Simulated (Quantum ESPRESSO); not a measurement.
**Collinear magnetic orders of BaCoSO with Quantum ESPRESSO**

Does BaCoSO prefer parallel or opposed moments?

Method: LDA with U = 3.5 eV on Co d (ortho-atomic projectors); plane waves with GBRV 1.5 LDA potentials, no spin-orbit coupling, in Quantum ESPRESSO 7.5.

### 1. Set-up

It takes space group Cmcm (No. 63, orthorhombic). The conventional cell has a = 4.035 Å, b = 12.914 Å, c = 6.180 Å, α = 90.00°, β = 90.00°, γ = 90.00°. Nearest to Ba lie 4 O at 2.93 Å and 5 S at 3.24 to 3.93 Å and 7 Co at 3.36 to 3.77 Å. Co has 2 O at 1.97 Å and 2 S at 2.37 Å nearest. Nearest to S lie 2 Co at 2.37 Å and 5 Ba at 3.24 to 3.93 Å. O has 2 Co at 1.97 Å and 4 Ba at 2.93 Å nearest. Farther neighbours and most contacts between anions are not listed.

The cell comes from Materials Project 2023-11-01, a database of computed structures, and need not be the stable phase.

### 2. Run 1 (ferro ++)

The signs are those of the starting moments on the seeded atoms, the atoms that are given a moment.

Input file pw.in:

```
&CONTROL
  calculation = 'scf'
  prefix = 'pwscf'
  outdir = './tmp'
  pseudo_dir = './pseudo'
  disk_io = 'nowf'
/
&SYSTEM
  ibrav = 0
  celldm(1) = 8
  nat = 8
  ntyp = 4
  ecutwfc = 40
  ecutrho = 280
  nbnd = 54
  occupations = 'smearing'
  smearing = 'fd'
  degauss = 0.00367493
  nspin = 2
  starting_magnetization(1) = 0
  starting_magnetization(2) = 0.1765
  starting_magnetization(3) = 0
  starting_magnetization(4) = 0
/
&ELECTRONS
  conv_thr = 1.6d-08
  electron_maxstep = 150
  mixing_beta = 0.3
/
ATOMIC_SPECIES
Ba    137.3270 ba_lda_v1.uspp.F.UPF
Co     58.9332 co_lda_v1.2.uspp.F.UPF
S      32.0600 s_lda_v1.4.uspp.F.UPF
O      15.9990 o_lda_v1.2.uspp.F.UPF
CELL_PARAMETERS alat
   0.4766149123648   -1.5252208681147    0.0000000000000
   0.4766149123648    1.5252208681147    0.0000000000000
   0.0000000000000    0.0000000000000    1.4597057168843
ATOMIC_POSITIONS crystal
Ba      0.6136220000    0.3863780000    0.2500000000
Ba      0.3863780000    0.6136220000    0.7500000000
Co      0.9056390000    0.0943610000    0.2500000000
Co      0.0943610000    0.9056390000    0.7500000000
S       0.3095670000    0.6904330000    0.2500000000
S       0.6904330000    0.3095670000    0.7500000000
O       0.0000000000    0.0000000000    0.5000000000
O       0.0000000000    0.0000000000    0.0000000000
K_POINTS automatic
6 6 6 0 0 0
HUBBARD {ortho-atomic}
U Co-3d 3.5000
```

Command:

```bash
$ OMP_NUM_THREADS=1 mpirun -n 4 pw.x -nk 4 -in pw.in > pw.out
```

Output:

```text
Program PWSCF v.7.5 starts

     Message from routine setup:
     using ibrav=0 with symmetry is DISCOURAGED, use correct ibrav instead

     K-points division:     npool     =       4
     Subspace diagonalization in iterative solution of the eigenvalue problem:

     G-vector sticks info
     --------------------
     sticks:   dense  smooth     PW     G-vecs:    dense   smooth      PW
     Sum        2077    1187    379                85979    37137    6833

     Using Slab Decomposition

     bravais-lattice index     =            0
     lattice parameter (alat)  =       8.0000  a.u.
     unit-cell volume          =    1086.5898 (a.u.)^3
     number of atoms/cell      =            8
     number of atomic types    =            4
     number of electrons       =        78.00
     number of Kohn-Sham states=           54
     kinetic-energy cutoff     =      40.0000  Ry
     charge density cutoff     =     280.0000  Ry
     scf convergence threshold =      1.6E-08
     mixing beta               =       0.3000
     number of iterations used =            8  plain     mixing
     Exchange-correlation= SLA  PZ   NOGX NOGC
                           (   1   1   0   0   0   0   0)
     Hubbard projectors: ortho-atomic
     Hubbard parameters of DFT+U (Dudarev formulation) in eV:
     U(Co-3d) =  3.5000

     Internal variables: lda_plus_u =T, lda_plus_u_kind = 0

     Internal variables: orbital_resolved =F, hub_pot_fix =F, apply_U = F

     celldm(1)=   8.000000  celldm(2)=   0.000000  celldm(3)=   0.000000
     celldm(4)=   0.000000  celldm(5)=   0.000000  celldm(6)=   0.000000

     crystal axes: (cart. coord. in units of alat)
               a(1) = (   0.476615  -1.525221   0.000000 )
               a(2) = (   0.476615   1.525221   0.000000 )
               a(3) = (   0.000000   0.000000   1.459706 )

     reciprocal axes: (cart. coord. in units 2 pi/alat)
               b(1) = (  1.049065 -0.327821  0.000000 )
               b(2) = (  1.049065  0.327821 -0.000000 )
               b(3) = ( -0.000000  0.000000  0.685070 )

     PseudoPot. # 1 for Ba read from file:
     ba_lda_v1.uspp.F.UPF
     Pseudo is Ultrasoft + core correction, Zval = 10.0
     Generated by new atomic code, or converted to UPF format
     Using radial grid of  907 points,  7 beta functions with:
                l(1) =   0
                l(2) =   0
                l(3) =   1
                l(4) =   1
                l(5) =   2
                l(6) =   2
                l(7) =   3
     Q(r) pseudized with  6 coefficients,  rinner =    1.700   1.700   1.700
                                                       1.700   1.700   1.700
                                                       1.700

     PseudoPot. # 2 for Co read from file:
     co_lda_v1.2.uspp.F.UPF
     Pseudo is Ultrasoft + core correction, Zval = 17.0
     Generated by new atomic code, or converted to UPF format
     Using radial grid of  863 points,  6 beta functions with:
                l(1) =   0
                l(2) =   0
                l(3) =   1
                l(4) =   1
                l(5) =   2
                l(6) =   2
     Q(r) pseudized with  8 coefficients,  rinner =    1.200   1.200   1.200
                                                       1.200   1.200

     PseudoPot. # 3 for S  read from file:
     s_lda_v1.4.uspp.F.UPF
     Pseudo is Ultrasoft + core correction, Zval =  6.0
     Generated by new atomic code, or converted to UPF format
     Using radial grid of  907 points,  6 beta functions with:
                l(1) =   0
                l(2) =   0
                l(3) =   1
                l(4) =   1
                l(5) =   2
                l(6) =   2
     Q(r) pseudized with  8 coefficients,  rinner =    1.300   1.300   1.300
                                                       1.300   1.300

     PseudoPot. # 4 for O  read from file:
     o_lda_v1.2.uspp.F.UPF
     Pseudo is Ultrasoft + core correction, Zval =  6.0
     Generated by new atomic code, or converted to UPF format
     Using radial grid of  737 points,  5 beta functions with:
                l(1) =   0
                l(2) =   0
                l(3) =   1
                l(4) =   1
                l(5) =   2
     Q(r) pseudized with  8 coefficients,  rinner =    0.900   0.900   0.900
                                                       0.900   0.900

     atomic species   valence    mass     pseudopotential
     Ba               10.00   137.32700     Ba( 1.00)
     Co               17.00    58.93320     Co( 1.00)
     S                 6.00    32.06000     S ( 1.00)
     O                 6.00    15.99900     O ( 1.00)

     Starting magnetic structure
     atomic species   magnetization
     Ba              0.000
     Co              0.176
     S               0.000
     O               0.000

      8 Sym. Ops., with inversion, found ( 4 have fractional translation)

   Cartesian axes

     site n.     atom                  positions (alat units)
         1        Ba     tau(   1) = (   0.4766149  -0.3465973   0.3649264  )
         2        Ba     tau(   2) = (   0.4766149   0.3465973   1.0947793  )
         3        Co     tau(   3) = (   0.4766149  -1.2373781   0.3649264  )
         4        Co     tau(   4) = (   0.4766149   1.2373781   1.0947793  )
         5        S      tau(   5) = (   0.4766149   0.5809048   0.3649264  )
         6        S      tau(   6) = (   0.4766149  -0.5809048   1.0947793  )
         7        O      tau(   7) = (   0.0000000   0.0000000   0.7298529  )
         8        O      tau(   8) = (   0.0000000   0.0000000   0.0000000  )

     number of k points=    52  Fermi-Dirac smearing, width (Ry)=  0.0037
                       cart. coord. in units 2pi/alat
        k(    1) = (   0.0000000   0.0000000   0.0000000), wk =   0.0046296
        k(    2) = (   0.0000000   0.0000000   0.1141783), wk =   0.0092593
        k(    3) = (   0.0000000   0.0000000   0.2283565), wk =   0.0092593
        k(    4) = (   0.0000000   0.0000000  -0.3425348), wk =   0.0046296
        k(    5) = (   0.1748442   0.0546369   0.0000000), wk =   0.0185185
        [... 47 further k-points ...]

     Dense  grid:    85979 G-vectors     FFT dimensions: (  72,  72,  64)

     Smooth grid:    37137 G-vectors     FFT dimensions: (  54,  54,  48)

     Check: negative core charge=   -0.000013
     Generating pointlists ...
     new r_m :   0.2859 (alat units)  2.2874 (a.u.) for type    1
     new r_m :   0.1917 (alat units)  1.5338 (a.u.) for type    2
     new r_m :   0.2308 (alat units)  1.8464 (a.u.) for type    3
     new r_m :   0.1917 (alat units)  1.5338 (a.u.) for type    4

     Initial potential from superposition of free atoms

     starting charge      75.9745, renormalised to      78.0000

     negative rho (up, down):  1.007E-01 1.007E-01

     STARTING HUBBARD OCCUPATIONS:

     =================== HUBBARD OCCUPATIONS ===================
     ------------------------ ATOM    3 ------------------------
     Tr[ns(  3)] (up, down, total) =   5.00000  2.00000  7.00000
     Atomic magnetic moment for atom   3 =   3.00000
     [... lines left out ...]
     ------------------------ ATOM    4 ------------------------
     Tr[ns(  4)] (up, down, total) =   5.00000  2.00000  7.00000
     Atomic magnetic moment for atom   4 =   3.00000
     [... lines left out ...]
     Number of occupied Hubbard levels =   14.0000

     Atomic wfc used for Hubbard projectors are orthogonalized

     Starting wfcs are   68 randomized atomic wfcs

     Self-consistent Calculation

     iteration #  1     ecut=    40.00 Ry     beta= 0.30
     Davidson diagonalization with overlap
     ethr =  1.00E-02,  avg # of iterations =  3.0

     =================== HUBBARD OCCUPATIONS ===================
     ------------------------ ATOM    3 ------------------------
     Tr[ns(  3)] (up, down, total) =   4.65723  0.79859  5.45581
     Atomic magnetic moment for atom   3 =   3.85864
     [... lines left out ...]
     ------------------------ ATOM    4 ------------------------
     Tr[ns(  4)] (up, down, total) =   4.65723  0.79859  5.45581
     Atomic magnetic moment for atom   4 =   3.85864
     [... lines left out ...]
     Number of occupied Hubbard levels =   10.9116

     negative rho (up, down):  9.642E-02 9.445E-02

     total energy              =    -847.08957509 Ry
     estimated scf accuracy    <       9.41030341 Ry

     total magnetization       =     6.88 Bohr mag/cell
     absolute magnetization    =     8.70 Bohr mag/cell

     iteration #  2     ecut=    40.00 Ry     beta= 0.30
     Davidson diagonalization with overlap
     ethr =  1.00E-02,  avg # of iterations =  2.5

     negative rho (up, down):  9.545E-02 9.369E-02

     total energy              =    -848.49821490 Ry
     estimated scf accuracy    <      20.31132771 Ry

     total magnetization       =     1.15 Bohr mag/cell
     absolute magnetization    =     1.30 Bohr mag/cell

     iteration #  3     ecut=    40.00 Ry     beta= 0.30
     Davidson diagonalization with overlap
     ethr =  1.00E-02,  avg # of iterations =  1.7

     negative rho (up, down):  9.422E-02 9.268E-02

     total energy              =    -850.27409595 Ry
     estimated scf accuracy    <       0.35279060 Ry

     total magnetization       =     6.00 Bohr mag/cell
     absolute magnetization    =     6.20 Bohr mag/cell

     [... further iterations left out ...]

     iteration # 17     ecut=    40.00 Ry     beta= 0.30
     Davidson diagonalization with overlap
     ethr =  1.31E-08,  avg # of iterations =  2.0

     negative rho (up, down):  9.009E-02 9.049E-02

     total energy              =    -850.45800851 Ry
     estimated scf accuracy    <       0.00000072 Ry

     total magnetization       =     6.00 Bohr mag/cell
     absolute magnetization    =     6.02 Bohr mag/cell

     iteration # 18     ecut=    40.00 Ry     beta= 0.30
     Davidson diagonalization with overlap
     ethr =  9.20E-10,  avg # of iterations =  3.2

     negative rho (up, down):  9.009E-02 9.049E-02

     total energy              =    -850.45800927 Ry
     estimated scf accuracy    <       0.00000014 Ry

     total magnetization       =     6.00 Bohr mag/cell
     absolute magnetization    =     6.02 Bohr mag/cell

     iteration # 19     ecut=    40.00 Ry     beta= 0.30
     Davidson diagonalization with overlap
     ethr =  1.83E-10,  avg # of iterations =  3.7

     negative rho (up, down):  9.009E-02 9.049E-02

     total energy              =    -850.45800925 Ry
     estimated scf accuracy    <       0.00000004 Ry

     total magnetization       =     6.00 Bohr mag/cell
     absolute magnetization    =     6.02 Bohr mag/cell

     iteration # 20     ecut=    40.00 Ry     beta= 0.30
     Davidson diagonalization with overlap
     ethr =  5.15E-11,  avg # of iterations =  2.0

     negative rho (up, down):  9.009E-02 9.049E-02

     Magnetic moment per site  (integrated on atomic sphere of radius R)
     atom   1 (R=0.286)  charge=  7.0374  magn=  0.0043
     atom   2 (R=0.286)  charge=  7.0374  magn=  0.0043
     atom   3 (R=0.192)  charge= 14.2341  magn=  2.3691
     atom   4 (R=0.192)  charge= 14.2341  magn=  2.3691
     atom   5 (R=0.231)  charge=  3.9980  magn=  0.0888
     atom   6 (R=0.231)  charge=  3.9980  magn=  0.0888
     atom   7 (R=0.192)  charge=  5.3219  magn=  0.1823
     atom   8 (R=0.192)  charge=  5.3219  magn=  0.1823

     End of self-consistent calculation

     =================== HUBBARD OCCUPATIONS ===================
     ------------------------ ATOM    3 ------------------------
     Tr[ns(  3)] (up, down, total) =   4.93512  2.40068  7.33580
     Atomic magnetic moment for atom   3 =   2.53443
     [... lines left out ...]
     ------------------------ ATOM    4 ------------------------
     Tr[ns(  4)] (up, down, total) =   4.93512  2.40068  7.33580
     Atomic magnetic moment for atom   4 =   2.53443
     [... lines left out ...]
     Number of occupied Hubbard levels =   14.6716

     Number of k-points >= 100: set verbosity='high' to print the bands.

     the Fermi energy is     8.7266 ev

!    total energy              =    -850.45800926 Ry
     estimated scf accuracy    <          5.6E-09 Ry
     smearing contrib. (-TS)   =      -0.00000074 Ry
     internal energy E=F+TS    =    -850.45800852 Ry

     The total energy is F=E-TS. E is the sum of the following terms:
     one-electron contribution =    -609.49436142 Ry
     hartree contribution      =     338.56475494 Ry
     xc contribution           =    -151.16327948 Ry
     ewald contribution        =    -428.49799722 Ry
     Hubbard energy            =       0.13287466 Ry

     total magnetization       =     6.00 Bohr mag/cell
     absolute magnetization    =     6.02 Bohr mag/cell

     convergence has been achieved in  20 iterations

=------------------------------------------------------------------------------=
   JOB DONE.
=------------------------------------------------------------------------------=
```

Elapsed: 6.6 min, on 4 MPI ranks of Arm Neoverse V1, shared host; peak memory 1.6 GiB; 26 min of CPU time.

Spin moment in the atom's sphere by atom:

| atom | spin moment in the atom's sphere (μB) |
| --- | --- |
| Ba1 | 0.00 |
| Ba2 | 0.00 |
| Co3 | 2.37 |
| Co4 | 2.37 |
| S5 | 0.09 |
| S6 | 0.09 |
| O7 | 0.18 |
| O8 | 0.18 |

Read from the output:

- smearing term TS: 1.01e-5 eV
- magnetization: 6 μB
- absolute magnetization: 6.02 μB
- final state: ferromagnetic

(Continued in part 2 of 2.)

[Logs and program files are shortened in this print: banners, set-up blocks, solver, clock and traceback lines can be left out without a mark of their own.]

[Logs are printed without paths, hosts, clocks, repeated set-up lines and the standing remarks that a program may print on its own settings, such as how far it seeks lower states.]

[Hosts, paths, dates, database ids (printed as entryN), source tags and the programs' standing remarks are cut or masked in the printed files.]

[Where a cell is said to come from a database of computed structures, the database is the Materials Project.]
